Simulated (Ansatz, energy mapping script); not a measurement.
## LiNiSe2 in the alpha-NaFeO2 structure: energy mapping under PBEsol+U (1.2 eV)

How strongly do the moments of LiNiSe2 in the alpha-NaFeO2 structure couple under PBEsol+U (1.2 eV)? The plan is to run several orders and fit a Heisenberg model.

Main program and level: Ansatz 0.2.0; PBEsol with U = 1.2 eV on Ni d, ortho-atomic projectors; plane waves, U on orthogonalised atomic orbitals unless named otherwise, collinear spin, no spin–orbit coupling.

## 1. Starting point

It takes space group R-3m (No. 166, trigonal). Conventional cell: a = 3.520 Å, b = 3.520 Å, c = 18.011 Å, α = 90.00°, β = 90.00°, γ = 120.00°. Nearest to Li lie 6 Se at 2.62 Å. Nearest to Ni lie 6 Se at 2.44 Å. Se has 3 Ni at 2.44 Å and 3 Li at 2.62 Å nearest. alpha-NaFeO2 prototype, lattice guessed from radii. Farther neighbours and most contacts between anions are not listed.

This cell was built for the study (alpha-NaFeO2 prototype, lattice guessed from radii), not taken from an experiment; the compound need not form in this structure.

The cell was relaxed beforehand in Ansatz under PBEsol with U = 6 eV on Ni d, ortho-atomic projectors, D3(BJ) dispersion, from parallel moments.

The U corrects the self-interaction that lets semilocal functionals spread d and f electrons too far. Its value here is typed, not computed.

## 2. Probe run

One run in the crystal's own cell, under PBEsol with U = 4.8 eV on Ni d, ortho-atomic projectors, shows which elements keep a moment. Transition or f elements with 0.3 μB or more enter the spin model; moments induced on other atoms do not.

input.yaml reads:

```yaml
crystal:
  lattice:
    - [1.759824408, 1.016051877, 6.003814541]
    - [-1.759824408, 1.016051877, 6.003814541]
    - [0.0, -2.032053411, 6.00382306]
  atoms:
    - { symbol: Li, position: [0.0, 0.0, 0.0] }
    - { symbol: Ni, position: [0.5, 0.5, 0.5], spin: 2.0 }
    - { symbol: Se, position: [0.24180541, 0.24180541, 0.24180541] }
    - { symbol: Se, position: [0.75819459, 0.75819459, 0.75819459] }
magnetization:
  spin_polarized: true
kpoints:
  mp_grid: { grid: [9, 9, 9] }
hamiltonian:
  xc: pbesol
  hubbard:
    sites: [{ species: Ni, l: d, u_eff: 4.8 }]
    projectors: ortho-atomic
scf:
  occupations: { method: fermi_dirac, width: 0.05 }
output:
  eigenvalues: true
```

The run is started by

```console
ansatz run input.yaml --threads 4 --pin off --max-ram 8192MiB --backend cpu --events-out ev --progress --plain --runs-dir out
```

Numbers of over 12 decimals in the logs are rounded to 6 here.

Log:

```text
basis.fft_grid_basis auto: the FFT boxes are laid along the combinations [[1, 0, -1], [0, 1, -1], [0, 0, 1]] of the cell's own vectors, 3.520, 3.520 and 6.338 Å long. The dense box has 24×24×45 points. Along the cell's own vectors, as sized, it would have 45×45×45, 3.52 times as many. Of the 12 symmetry operations that the crystal satisfies within crystal.symmetry.tolerance (time reversal apart; of a slab, those that [...]
Engine: ansatz 0.2.0, aarch64-unknown-linux-gnu
Pseudopotentials: kind: paw
Pseudopotential: Li, paw, valence charge 3, recommended cutoff 420 eV (normal), Li.paw.azcp
Pseudopotential: Ni, paw, valence charge 18, recommended cutoff 420 eV (normal), Ni.paw.azcp
Pseudopotential: Se, paw, valence charge 16, recommended cutoff 420 eV (normal), Se.paw.azcp
Functional definition: PBEsol
  exchange = pbesol_x
  correlation = pbesol_c
Crystal: 4 atoms, lattice volume = 64.411 Å³
Basis set: ecut = 420 eV, 1251 PW (Γ), FFT grids on a1−a3, a2−a3, a3
Bands: 33, of which v1, the nominal top of the filled ones, is band 27 counted from 1 (26 counted from 0)
Symmetry: 12 space group operations
Space group: R-3m (ITA 166), of the structure as read, at distance tolerance 4.0e-5 Å
Magnetic group: BNS 166.97 (UNI 1327), of the structure as read, at distance tolerance 4.0e-5 Å
k-points: 85 of 729
Non-local potential: Li, projectors of the file, l = 0: 3, l = 1: 2, l = 2: 1
Non-local potential: Ni, projectors of the file, l = 0: 3, l = 1: 2, l = 2: 3, l = 3: 1
Non-local potential: Se, projectors of the file, l = 0: 2, l = 1: 2, l = 2: 3, l = 3: 1
PAW form: soft (Blöchl's): semilocal exchange-correlation on the pseudo side does not see the compensation charge
PAW frozen core: Ni, regenerated for the run's functional, and the local potential with it (the file was generated under x = pbe(κ = 0.804, μ = 0.219515), c = pbe(β = 0.066725))
PAW frozen core: Se, regenerated for the run's functional, and the local potential with it (the file was generated under x = pbe(κ = 0.804, μ = 0.219515), c = pbe(β = 0.066725))
PAW one-centre angular grid: Li, 110 points (default); XC on 64 Gauss nodes
PAW one-centre angular grid: Ni, 590 points (default); XC on 64 Gauss nodes
PAW one-centre angular grid: Se, 590 points (default); XC on 64 Gauss nodes
Initial density: superposition of atomic densities (chi_scale 0.1, normalization cell, long waves kept (reshape's long-wave potential 0.02 eV rms))
Starting moments: Σ|m| = 2 μB on 1 of 4 sites
Initial wavefunctions: pseudopotential atomic-orbital guess
Functional: x = pbesol(κ = 0.804, μ = 0.123457), c = pbesol(β = 0.046)
[...]
spin=Collinear: Kerker preconditioning applied to the charge; magnetization (m = ρ↑ − ρ↓) channel mixes plain (no charge-response kernel on spin).
[...]
SCF 3 converged in 6 iterations: F = -16856.671349 eV  dr2 = 3.19e-10
an SCF from another whole filling of 1 corrected shell (1 electron), with 8 of the crystal's symmetry operations given up (205 k-points in place of 85), reached no lower state that the run goes on to. This is no proof of a minimum. Whole fillings of corrected shells: 2 of 2 tried, 0 with no close
Symmetry: 1 space group operations
k-points: 365 of 729 (time reversal used)
[...]
spin=Collinear: Kerker preconditioning applied to the charge; magnetization (m = ρ↑ − ρ↓) channel mixes plain (no charge-response kernel on spin).
[...]
SCF 4 converged in 17 iterations: F = -16856.671349 eV  dr2 = 1.19e-9
an SCF from ferromagnetic starting moments (0.00, 2.00, 0.00, 0.00 Bohr magnetons, atom by atom) closed no lower than the state that the run had reached (-0.00 meV in free energy), which stands; the SCF set out from the atoms and, under a Hubbard term, can stand on another filling of the shells than the run's state, so that by this SCF it is not known whether that order lies lower
SCF converged after 21 iterations
Magnetization: 1.0649 μB (27.0325 up, 25.9675 down)
Absolute magnetization: 1.2825 μB (∫|ρ↑−ρ↓|, with the PAW one-centre terms)
Spin contamination: 0.1735 ħ² per cell (⟨S²⟩ above its minimum at these occupations)
Per-site moments (μB) at R_I (Å): [(0.038119, 1.079382), (1.022181, 1.007116), (-0.017212, 1.007116), (-0.017212, 1.007116)]
Free energy (F): -16856.671349 eV
Harris-Foulkes:  -16856.671349 eV  (|F-HF|=2.95e-9)
Internal energy: -16856.657194 eV  (E = F + TS)
E sigma→0 (E₀):  -16856.664272 eV
Entropy (-TS):   -0.014156 eV (-3.539 meV/atom)
Fermi energy:    10.197581 eV
--- Per-component energies (eV) ---
  E_band       = -1203.277058
  E_kinetic    = 543.763807
  E_local      = -9972.905183  (includes V_loc(G=0)·N_el)
  E_nonlocal   = -576.005487
  E_hartree    = 4622.580918
  E_xc         = -302.429172
  E_vxc        = -320.231692  (∫ρ·V_xc dr)
  E_hubbard    = 1.631580  (on-site DFT+U / exact-exchange correction)
  E_vhub       = -17.655678  (the Hubbard potential's part of the band-sum identity)
  E_paw        = -5353.846390  (= ΣΔE_a)
  E_vpaw       = -105.399895  (= ΣTr[D̂ρ^β])
  E_aug_tail   = -0.000727  (compensation charges beyond the density's cutoff)
  E_ewald      = -5821.660731
  E_core_change = 2.214190  (= ΣΔE_core)
  E_smearing   = -0.014156  (= −TS)
  E_closure    = 0.000000  (closes the sum)
  Σ components = -16856.671349   (vs F -16856.671349, Δ=0.00e0)
--- Band table (eV; the first three rows and the last of 170) ---
  k-point 0 ↑: bands = [... 23 lower, 9.9641, 10.3765, 10.3765, 11.1026, 11.1026, 14.9727, 15.0380, 17.0042, ... 2 higher]
  k-point 1 ↑: bands = [... 23 lower, 9.4874, 10.0039, 10.1514, 10.2193, 10.9207, 15.6052, 15.7240, 17.1372, ... 2 higher]
  k-point 2 ↑: bands = [... 23 lower, 7.9486, 8.7569, 9.5581, 10.1081, 10.6147, 15.2607, 16.6041, 17.6913, ... 2 higher]
  k-point 84 ↓: bands = [... 23 lower, 8.3215, 9.5428, 9.9576, 11.6030, 12.1570, 16.3785, 16.8468, 17.3876, ... 2 higher]
Occupation matrices written to <dir>
```

Wall time 4.1 min (4 threads of Arm Neoverse V1, shared host); peak memory 2.3 GiB.

Spin moment in the sphere by atom:

```csv
atom,spin moment in the sphere (μB)
Li1,0.04
Ni2,1.02
Se3,-0.02
Se4,-0.02
```

The run ends ferromagnetic; Ni carries the moments.

## 3. Seed run in the crystal's own cell

A corrected shell can settle in several orbital fillings. One parallel run, with an occupation width a fifth wider than the orders use, therefore is to supply the occupation matrices. All orders start from them.

input.yaml, the sections that differ from step 2:

```yaml
kpoints:
  mp_grid: { grid: [10, 10, 10] }
hamiltonian:
  xc: pbesol
  hubbard:
    sites: [{ species: Ni, l: d, u_eff: 1.2 }]
    projectors: ortho-atomic
scf:
  occupations: { method: fermi_dirac, width: 0.06 }
# crystal, magnetization, output: as in step 2
```

Log:

```text
[...]
Crystal: 4 atoms, lattice volume = 64.411 Å³
Basis set: ecut = 420 eV, 1251 PW (Γ), FFT grids on a1−a3, a2−a3, a3
Bands: 33, of which v1, the nominal top of the filled ones, is band 27 counted from 1 (26 counted from 0)
Symmetry: 12 space group operations
[...]
k-points: 116 of 1000
[...]
Starting moments: Σ|m| = 2 μB on 1 of 4 sites
[...]
SCF iter   1: F=—  HF=-16863.243645 eV  |F-HF|=—  |Δ(HF+E_count)|=         —  Δρ=2.34e-1 (↑3.87e-2 ↓2.34e-1)  dr2=3.79e1  dr2_m=6.27e0  M=0.221 μB ∫|m|=0.256 μB  β_m=0.30  ethr=3.10e-3  ⟨swp⟩=5.8  Hψ=28569  notcnv=0
[...]
SCF iter  16: F=-16858.035866 eV  HF=-16858.035866 eV  |F-HF|=4.81e-8  |Δ(HF+E_count)|=   2.67e-8  Δρ=4.84e-6 (↑4.23e-6 ↓4.84e-6)  dr2=5.22e-8  dr2_m=8.37e-11  M=0.780 μB ∫|m|=0.831 μB  ethr=7.26e-11  ⟨swp⟩=1.1  Hψ=18736  notcnv=0
SCF 1 converged in 16 iterations: F = -16858.035866 eV  dr2 = 5.22e-8
[...]
Symmetry: 1 space group operations
k-points: 504 of 1000 (time reversal used)
[...]
SCF 2 converged in 14 iterations: F = -16858.035866 eV  dr2 = 6.15e-8
[...]
SCF converged after 16 iterations
Magnetization: 0.7799 μB (26.8900 up, 26.1100 down)
Absolute magnetization: 0.8277 μB (∫|ρ↑−ρ↓|, with the PAW one-centre terms)
[...]
Per-site moments (μB) at R_I (Å): [(0.033788, 1.079382), (0.589783, 1.007116), (0.033415, 1.007116), (0.033415, 1.007116)]
Free energy (F): -16858.035866 eV
[...]
Internal energy: -16858.012104 eV  (E = F + TS)
E sigma→0 (E₀):  -16858.023985 eV
Entropy (-TS):   -0.023762 eV (-5.941 meV/atom)
Fermi energy:    10.405410 eV
[...]
--- Band table (eV; the first three rows and the last of 232) ---
  k-point 0 ↑: bands = [... 23 lower, 9.9096, 10.3359, 10.3359, 11.4378, 11.4378, 14.9667, 15.0306, 17.0060, ... 2 higher]
  k-point 1 ↑: bands = [... 23 lower, 9.7123, 9.9592, 10.2121, 10.7202, 11.2664, 15.5321, 15.6292, 17.0781, ... 2 higher]
  k-point 2 ↑: bands = [... 23 lower, 8.7918, 9.2935, 9.8301, 10.3645, 10.9685, 15.4169, 16.4570, 17.9746, ... 2 higher]
  k-point 115 ↓: bands = [... 23 lower, 8.8208, 10.2449, 10.2449, 11.9433, 11.9433, 15.6960, 16.0290, 18.2792, ... 2 higher]
Occupation matrices written to <dir>
```

It took 89 s on 4 threads; peak memory 1.9 GiB.

Numbers from this step:

```
final state                       : ferromagnetic
electrons in the corrected shells : 8.769 e
largest moment                    : 0.59 μB
```

## 4. Order 1: parallel, cell A of 8 atoms

The parallel order is the zero of energy for this cell and mesh.

input.yaml reads:

```yaml
crystal:
  lattice:
    - [-1.759824408, 3.048105288, -8.519e-06]
    - [-5.279473224, -3.048105288, 8.519e-06]
    - [1.759824408, 1.016051877, 6.003814541]
  atoms:
    - { symbol: Li, position: [0.5, 0.5, 0.0] }
    - { symbol: Li, position: [0.0, 0.0, 0.0] }
    - { symbol: Ni, position: [0.5, 0.0, 0.5], spin: 2.0 }
    - { symbol: Ni, position: [0.0, 0.5, 0.5], spin: 2.0 }
    - { symbol: Se, position: [0.5, 0.74180541, 0.72541623] }
    - { symbol: Se, position: [0.0, 0.24180541, 0.72541623] }
    - { symbol: Se, position: [0.5, 0.25819459, 0.27458377] }
    - { symbol: Se, position: [0.0, 0.75819459, 0.27458377] }
magnetization:
  spin_polarized: true
kpoints:
  mp_grid: { grid: [9, 6, 5] }
hamiltonian:
  xc: pbesol
  hubbard:
    sites:
      - { species: Ni, l: d, u_eff: 1.2 }
      - { site: 2, l: d, u_eff: 1.2, starting_ns: [{ spin: up, occupation_matrix: ni2_major }, { spin: down, occupation_matrix: ni2_minor }] }
      - { site: 3, l: d, u_eff: 1.2, starting_ns: [{ spin: up, occupation_matrix: ni2_major }, { spin: down, occupation_matrix: ni2_minor }] }
    projectors: ortho-atomic
    occupation_matrices:
      ni2_major:
        matrix:
          - [0.984, 0.0, 0.0, 0.0, 0.0]
          - [0.0, 0.899, 0.0, 0.0, 0.059]
          - [0.0, 0.0, 0.899, 0.059, 0.0]
          - [0.0, 0.0, 0.059, 0.94, 0.0]
          - [0.0, 0.059, 0.0, 0.0, 0.94]
      ni2_minor:
        matrix:
          - [0.976, 0.0, 0.0, 0.0, 0.0]
          - [0.0, 0.704, 0.0, 0.0, 0.179]
          - [0.0, 0.0, 0.704, 0.179, 0.0]
          - [0.0, 0.0, 0.179, 0.86, 0.0]
          - [0.0, 0.179, 0.0, 0.0, 0.86]
scf:
  occupations: { method: fermi_dirac, width: 0.05 }
output:
  eigenvalues: true
  write_density: true
  write_potential: true
  elf: true
  volumetric_format: npy
```

Log:

```text
Warning: crystal.symmetry: narrowed to the stabiliser of the occupation matrices — unitary ops 8 → 4; lowered by the specified shells (site 2, l: d), (site 3, l: d); largest admitted image defect 4.4e-16, smallest excluded 2.0e-6 — at a rounding scale rather than a splitting's, so precision (not physics) most likely lowered the group: (i) a fixed point transcribed at too few decimals — re-emit the block at full precision (to 7 decimals or more, rounded to nearest) from a symmetrised source (a converged report's `n_mat` / `n_mat_spinor`) (of a frozen-density pass: in the run whose state it reads); [rest of the remark cut]
[...]
Crystal: 8 atoms, lattice volume = 128.821 Å³
Basis set: ecut = 420 eV, 2513 PW (Γ)
Bands: 66, of which v1, the nominal top of the filled ones, is band 53 counted from 1 (52 counted from 0)
Symmetry: 4 space group operations
k-points: 136 of 270
[...]
Starting moments: Σ|m| = 4 μB on 2 of 8 sites
[...]
SCF iter   1: F=—  HF=-33726.970346 eV  |F-HF|=—  |Δ(HF+E_count)|=         —  Δρ=2.35e-1 (↑3.85e-2 ↓2.35e-1)  dr2=7.57e1  dr2_m=1.26e1  M=0.448 μB ∫|m|=0.522 μB  β_m=0.30  ethr=3.10e-3  ⟨swp⟩=5.9  Hψ=62064  notcnv=0  defer=164
[...]
SCF iter  16: F=-33716.059023 eV  HF=-33716.059023 eV  |F-HF|=5.52e-8  |Δ(HF+E_count)|=   2.68e-8  Δρ=3.71e-6 (↑3.71e-6 ↓3.58e-6)  dr2=6.33e-8  dr2_m=1.46e-10  M=1.639 μB ∫|m|=1.744 μB  ethr=9.43e-11  ⟨swp⟩=9.3  Hψ=53978  notcnv=0
SCF 1 converged in 16 iterations: F = -33716.059023 eV  dr2 = 6.33e-8
[...]
SCF converged after 16 iterations
Magnetization: 1.6392 μB (53.8196 up, 52.1804 down)
Absolute magnetization: 1.7374 μB (∫|ρ↑−ρ↓|, with the PAW one-centre terms)
[...]
Per-site moments (μB) at R_I (Å): [(0.035585, 1.079382), (0.035585, 1.079382), (0.616324, 1.007116), (0.616324, 1.007116), (0.035996, 1.007116), (0.035996, 1.007116), (0.035996, 1.007116), (0.035996, 1.007116)]
Free energy (F): -33716.059023 eV
[...]
Internal energy: -33716.026586 eV  (E = F + TS)
E sigma→0 (E₀):  -33716.042805 eV
Entropy (-TS):   -0.032437 eV (-4.055 meV/atom)
Fermi energy:    10.401296 eV
[...]
--- Specified on-site occupations, and those of the state reported ---
  electrons in the specified blocks: 17.5320 specified, 17.5303 found
  site 3 (l=d) ↓: largest change of an orbital's occupation 0.0083; electrons 4.1040 specified, 4.0907 found; spectral distance 0.0104
[...]
site 3 (l=d) ↑: largest change of an orbital's occupation 0.0072; electrons 4.6620 specified, 4.6745 found; spectral distance 0.0079
[...]
--- Band table (eV; the first three rows and the last of 272) ---
  k-point 0 ↑: bands = [... 49 lower, 9.9096, 10.3358, 10.3365, 11.2067, 11.2627, 11.4260, 11.4275, 13.4409, ... 9 higher]
  k-point 1 ↑: bands = [... 49 lower, 9.2985, 10.2858, 10.2865, 10.6166, 11.0303, 11.4560, 11.4575, 13.6976, ... 9 higher]
  k-point 2 ↑: bands = [... 49 lower, 8.5512, 9.8963, 10.2105, 10.2112, 10.6590, 11.4992, 11.5007, 14.0355, ... 9 higher]
  k-point 135 ↓: bands = [... 49 lower, 8.6987, 8.8966, 9.1112, 10.5245, 10.6123, 10.7093, 10.9678, 15.1660, ... 9 higher]
Occupation matrices written to <dir>
```

Wall time 70 s (4 threads); peak memory 1.9 GiB; 4.5 min of CPU time.

Spin moment in the sphere by atom:

```
atom  spin moment in the sphere (μB)
 Li1                           0.036
 Li2                           0.036
 Ni3                           0.616
 Ni4                           0.616
 Se5                           0.036
 Se6                           0.036
 Se7                           0.036
 Se8                           0.036
```

The run ends ferromagnetic.

Spin density in the bc plane at fractional x = 0.000, with atoms of Li and Ni and Se within 0.2 Å of it.

Ten even steps from '_' (0.0 e/Å³) to '@' (1.8 e/Å³), each cell a mean:
```
__________________________________
__________________________________
__________________________________
__________________________________
__________________________________
__________________________________
__________________________________
______________::**==______________
______________::@@**______________
______________..::..______________
__________________________________
__________________________________
__________________________________
__________________________________
__________________________________
__________________________________
__________________________________
```
Columns run along b (6.1 Å), rows up along c (6.3 Å). Atoms in or near the plane, at fractional coordinates: Li at (0.00, 0.00), Ni at (0.50, 0.50), Se at (0.24, 0.73), Se at (0.76, 0.27).

ELF in the bc plane at fractional x = 0.000, with atoms of Li and Ni and Se within 0.2 Å of it. It is the smooth field of the valence electrons, not physical close to the nuclei.

Ten even steps from '0' (0.30 × 1e-1) to '9' (9.84 × 1e-1), each cell a mean:
```
82046664100000029
01578886300000001
14787787410000000
36763577410011000
46631476311111000
47644774111110000
36777741232110000
24555312453111001
11221124652134432
10000123421466664
20001112214775675
20001111137732576
10001110257622675
00000000267766774
00000000257888751
63000000146777412
96001221113442018
```
Columns run along b (6.1 Å), rows up along c (6.3 Å). Atoms in or near the plane, at fractional coordinates: Li at (0.00, 0.00), Ni at (0.50, 0.50), Se at (0.24, 0.73), Se at (0.76, 0.27).

(Continued in part 2 of 3.)

[Logs and program files are shortened in this print: banners, set-up blocks, solver, clock and traceback lines can be left out without a mark of their own.]

[Logs are printed without paths, hosts, clocks, repeated set-up lines and the standing remarks that a program may print on its own settings, such as how far it seeks lower states.]

[Hosts, paths, dates, database ids (printed as entryN), source tags and the programs' standing remarks are cut or masked in the printed files.]

[Where a cell is said to come from a database of computed structures, the database is the Materials Project.]
